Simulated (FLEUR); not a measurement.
## Eu: one coupling from two orders, and a test

Can a spin model with one coupling foretell the energy of a further order of Eu?

Calculated with FLEUR MaX-R8.1; PBEsol with U = 6 eV on Eu f; all-electron FLAPW, Dirac cores, scalar-relativistic bands.

The database entry behind the starting cell differs from later determinations by our own check (about 0.5 % long), so it need not match the best structure at ambient conditions.

### Step 1. The structure

It takes space group Im-3m (No. 229, cubic). The conventional cell has a = 4.606 Å, b = 4.606 Å, c = 4.606 Å, α = 90.00°, β = 90.00°, γ = 90.00°. Nearest to Eu lie 8 Eu at 3.99 Å.

Coordinates:

```xyz
1
Lattice="-2.3030 2.3030 2.3030 2.3030 -2.3030 2.3030 2.3030 2.3030 -2.3030" Properties=species:S:1:pos:R:3 pbc="T T T"
Eu    0.0000    0.0000    0.0000
```

### Step 2. The parallel order

All energies count from this run. A Hubbard U acts on the open shell, since semilocal functionals spread its electrons too much.

The file n_mmp_mat seeds the f occupations with whole cubic orbitals by Hund's first rule, so that the U acts from the first pass. inpgen writes inp.xml from crystal.txt; cutoffs, mixing, functional, smearing and local orbitals are then set in the file. The k list default-1 (kpts.xml, not shown) is a Γ-centred 8×8×8 mesh; where the ranks do not divide the number of points, some are split in two of half the weight.

inp.xml reads:

```
<?xml version="1.0" encoding="UTF-8" standalone="no"?>
<fleurInput fleurInputVersion="0.39">
   <comment>
      Eu
   </comment>
   <calculationSetup>
      <cutoffs Kmax="3.6" Gmax="10.8" GmaxXC="10.8" numbands="0"/>
      <scfLoop itmax="130" minDistance="0.0001" maxIterBroyd="15" imix="Anderson" alpha="0.05" precondParam="0.0" spinf="2.0" sdNocoIR="T"/>
      <coreElectrons ctail="T" frcor="F" kcrel="0" coretail_lmax="0"/>
      <xcFunctional name="PBEs" relativisticCorrections="F"/>
      <magnetism jspins="2"/>
      <soc l_soc="F" theta="0.0" phi="0.0" spav="F"/>
      <expertModes spex="0" secvar="F"/>
      <geometryOptimization l_f="F" forcealpha="1.0" forcemix="BFGS" epsdisp="0.00001" epsforce="0.00001"/>
      <ldaU l_linMix="F" mixParam="0.05" spinf="1.0"/>
   </calculationSetup>
   <cell>
      <bzIntegration valenceElectrons="17.0" mode="hist" fermiSmearingEnergy="0.00110248">
         <kPointListSelection listName="default-1"/>
         <xi:include xmlns:xi="http://www.w3.org/2001/XInclude" href="kpts.xml"> </xi:include>
      </bzIntegration>
      <xi:include xmlns:xi="http://www.w3.org/2001/XInclude" href="sym.xml"> </xi:include>
      <bulkLattice scale="1.0">
         <bravaisMatrix>
            <row-1>   -4.3520392649537998     4.3520392649537998     4.3520392649537998</row-1>
            <row-2>    4.3520392649537998    -4.3520392649537998     4.3520392649537998</row-2>
            <row-3>    4.3520392649537998     4.3520392649537998    -4.3520392649537998</row-3>
         </bravaisMatrix>
      </bulkLattice>
   </cell>
   <atomSpecies>
      <species name="Europium (7.000" element="Eu" atomicNumber="63">
         <mtSphere radius="2.8" gridPoints="925" logIncrement="0.014"/>
         <atomicCutoffs lmax="10" lnonsphr="8"/>
         <electronConfig flipSpins="F">
            <coreConfig>(1s1/2) (2s1/2) (2p1/2) (2p3/2) (3s1/2) (3p1/2) (3p3/2) (4s1/2) (3d3/2) (3d5/2) (4p1/2) (4p3/2) (4d3/2) (4d5/2)</coreConfig>
            <valenceConfig>(5s1/2) (5p1/2) (5p3/2) (6s1/2) (4f5/2) (4f7/2)</valenceConfig>
            <stateOccupation state="(4f5/2)" spinUp="3.0" spinDown="0.0"/>
            <stateOccupation state="(4f7/2)" spinUp="4.0" spinDown="0.0"/>
         </electronConfig>
         <energyParameters s="6" p="6" d="5" f="4"/>
         <ldaU l="3" U="6.0" J="0.0" l_amf="F"/>
         <lo type="SCLO" l="0" n="5" eDeriv="0"/>
         <lo type="SCLO" l="1" n="5" eDeriv="0"/>
      </species>
   </atomSpecies>
   <atomGroups>
      <atomGroup species="Europium (7.000">
         <relPos label="                   1">.0000000000 .0000000000 .0000000000</relPos>
         <force calculate="T" relaxXYZ="TTT"/>
      </atomGroup>
   </atomGroups>
   <output dos="F" band="F" slice="F">
      <bandDOS minEnergy="-.5*Htr" maxEnergy="0.5*Htr" sigma="0.015" storeEVData="T"/>
      <plotting iplot="0" polar="F">
         <plot TwoD="T" vec1="  1.0  0.0  0.0" vec2="  0.0  1.0  0.0" vec3="  0.0  0.0  1.0" zero="  0.0  0.0  0.0" file="plot"/>
      </plotting>
      <moessbauerParams electricFieldGradient="F" isomerShift="F" coreHyperfine="F" valenceHyperfine="F"/>
   </output>
</fleurInput>
```

crystal.txt reads:

```
Eu
&input film=F cartesian=F /
-2.30300000000  2.30300000000  2.30300000000
2.30300000000  -2.30300000000  2.30300000000
2.30300000000  2.30300000000  -2.30300000000
1.8897261246
1.0 1.0 1.0

1
63 0.00000000000  0.00000000000  0.00000000000 : 7.000

&kpt div1=8 div2=8 div3=8 gamma=T /
```

The run is started by

```bash
OMP_NUM_THREADS=1 inpgen -f crystal.txt > inpgen.log  # inp.xml is then edited as shown
OMP_NUM_THREADS=1 mpirun -n 4 fleur_MPI > fleur.log
```

What it wrote:

```text
Welcome to FLEUR        (www.flapw.de)
      MaX-Release 8.1          (www.max-centre.eu)

 ========== k-point set info ==========
 Selected k-point list: default-1
 k-point list type: mesh
 0 x 0 x 0
 Number of k points: 32

 [... set-up left out ...]
 Iteration:     1   Distance:       2.75028379 me/bohr^3
 Iteration:     2   Distance:       2.60697221 me/bohr^3
 Iteration:     3   Distance:       0.52256895 me/bohr^3
 Iteration:     4   Distance:       0.14060017 me/bohr^3
 Iteration:     5   Distance:       0.13048998 me/bohr^3
[...]
[... left out ...]
            <freeEnergy value="-10848.7145000617"/>
            <extrapolationTo0K value="-10848.7144093174"/>
         </totalEnergy>
         [... left out ...]
         <ldaUDensityMatrixConvergence>
            <distance spin="1" distance="0.000001"/>
            <distance spin="2" distance="0.000000"/>
         </ldaUDensityMatrixConvergence>
         <densityConvergence units="me/bohr^3">
            <chargeDensity spin="1" distance="0.0000322544"/>
            <chargeDensity spin="2" distance="0.0000421537"/>
            <overallChargeDensity distance="0.0000366590"/>
            <spinDensity distance="0.0000655033"/>
         </densityConvergence>
      </iteration>
```

Run time: 18 s. Hardware: 4 MPI ranks of Intel Xeon Platinum 8259CL at 2.50GHz (Skylake/Cascade Lake), shared host; peak memory 0.23 GiB.

Spin moment in the muffin-tin sphere by atom:

| atom | spin moment in the muffin-tin sphere (μB) |
| --- | --- |
| Eu1 | 7.02 |

Read from the output:

```
free energy                                                       : -295208.5605 eV
program's band gap on this mesh (in a metal only a level spacing) : 0.003233 eV
magnetization                                                     : 7.284 μB
final state                                                       : ferromagnetic
```

After 18 cycles the largest moment stands at 7.02 μB.

### Step 3. The orders used for the fit

The other orders were run with the same settings, on meshes that hold the same points. Free energies are divided by the number of Eu atoms; q is in fractions of the reciprocal vectors of the first run's cell.

| order | atoms | mesh | free energy (eV) | eV per Eu | largest moment (μB) |
| --- | --- | --- | --- | --- | --- |
| F + | 1 | 8×8×8 | -295208.5605 | -295208.5605 | 7.02 |
| AF q=(1/2,1/2,1/2) +- | 2 | 4×8×8 | -590417.0938 | -295208.5469 | 6.99 |

### Step 4. Counting neighbours

With E = −Σ J e_i·e_j over ordered pairs of unit vectors, turning a neighbour from parallel to opposed costs 2J a Eu atom. So an order lies 2 Σ n J over the parallel one, n being the opposed neighbours in each shell.

| shell | distance (Å) | neighbours | opposed in AF q=(1/2,1/2,1/2) +- | opposed in AF q=(0,0,1/2) +- |
| --- | --- | --- | --- | --- |
| J1 | 3.99 | 8 | 8 | 4 |
| J2 | 4.61 | 6 | 0 | 4 |

Only J1 is kept.

### Step 5. Solving

```
2 × 8 × J1 = +13.6 meV    (AF q=(1/2,1/2,1/2) +-)
J1 = +0.85 meV
```

### Step 6. The test

The couplings now give the orders that were left out:

```
2 × 4 × (+0.85) = +6.8 meV    (AF q=(0,0,1/2) +-)
```

The runs themselves:

| order | atoms | mesh | free energy (eV) | eV per Eu | largest moment (μB) | over the parallel order (meV) | foretold (meV) |
| --- | --- | --- | --- | --- | --- | --- | --- |
| AF q=(0,0,1/2) +- | 2 | 8×8×4 | -590417.1163 | -295208.5582 | 7.01 | +2.4 | +6.8 |

### Step 7. One more shell

One try is to add the next shell, though changing moments can also cause the miss. Both differences then fix both couplings, and no order is left for a test.

```
2 × 8 × J1 = +13.6 meV    (AF q=(1/2,1/2,1/2) +-)
2 × 4 × J1 + 2 × 4 × J2 = +2.4 meV    (AF q=(0,0,1/2) +-)
J1 = +0.85 meV
J2 = -0.55 meV
```

### Step 8. Outcome

```yaml
effective_coupling_of_the_reversed_pairs_counted_on_j1_eu_eu_at_3p99_a: 0.85 meV
largest_miss_on_the_orders_left_out: 4.4 meV
j1_with_two_shells: 0.85 meV
j2_with_two_shells: -0.55 meV
```

**Reading.** The model misses the order left out by 4.4 meV, 32 % of the largest distance from the parallel order, so it fails: these couplings alone don't describe the crystal. With the next shell added the couplings are J1 = +0.85 and J2 = -0.55 meV, untested. The largest moments of the orders differ by 0.49 % of the greatest. One difference fixes one number: it sums all reversed shells and need not be the coupling of the nearest one, even in sign. The f shell is half filled, so the spin-only picture is fair.

[Logs and program files are shortened in this print: banners, set-up blocks, solver, clock and traceback lines can be left out without a mark of their own.]

[Logs are printed without paths, hosts, clocks, repeated set-up lines and the standing remarks that a program may print on its own settings, such as how far it seeks lower states.]

[Hosts, paths, dates, database ids (printed as entryN), source tags and the programs' standing remarks are cut or masked in the printed files.]

[Where a cell is said to come from a database of computed structures, the database is the Materials Project.]
